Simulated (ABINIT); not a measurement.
Planning a run of ABINIT 10.8.3 on CrF6 (R-3). The input:

```
acell 3*1.0 Angstrom
rprim 
  2.402403871812 1.387028522093 4.369215055800
  -2.402403871812 1.387028522093 4.369215055800
  0.000000000000 -2.774057044186 4.369215055800
ntypat 2
znucl 24 9
natom 7
typat 1 2 2 2 2 2 2
xred 
  0.000000000000 0.000000000000 0.000000000000
  0.368598720000 0.081843300000 0.779004130000
  0.081843300000 0.779004130000 0.368598720000
  0.220995870000 0.631401280000 0.918156700000
  0.918156700000 0.220995870000 0.631401280000
  0.631401280000 0.918156700000 0.220995870000
  0.779004130000 0.368598720000 0.081843300000
pp_dirpath "pseudos"
pseudos "Cr.upf, F.upf"
ecut 43
ngkpt 2 2 2
nshiftk 1
shiftk 0 0 0
kptopt 1
chksymbreak 0
iscf -2
irdden 1
istwfk *1
nband 61
nbdbuf 4
tolwfr 1e-09
nstep 60
prtvol 0
indata_prefix "in"
outdata_prefix "out"
tmpdata_prefix "tmp"
```

```sh
OMP_NUM_THREADS=1 mpirun -n 4 abinit run.abi > log
```

Estimate wall time and host memory on 4 MPI ranks of Arm Neoverse N1, shared host.

It took 22 s; on shared hardware allow 11 s to 45 s. Peak host memory was 0.36 GiB.

[Paths, hosts, dates, memory and timing lines, banners, echoed tables and standing remarks are left out of the program output.]

[Logs are printed without paths, hosts, clocks, repeated set-up lines and the standing remarks that a program may print on its own settings, such as how far it seeks lower states.]

[Runs of the session that timed out or met a known fault of the program may be left out.]

[Hosts, paths, dates, database ids (printed as entryN), source tags and the programs' standing remarks are cut or masked in the printed files.]

[G0W0 gaps are taken among the corrected bands and points alone; a level outside them can change the order at an edge.]

[Where Ansatz stands beside ABINIT at settings called matched, ABINIT's density can come from a denser mesh and the files from another edition; pairs whose starting gaps differed by over 0.03 eV were left out, so agreement reads better than it is.]
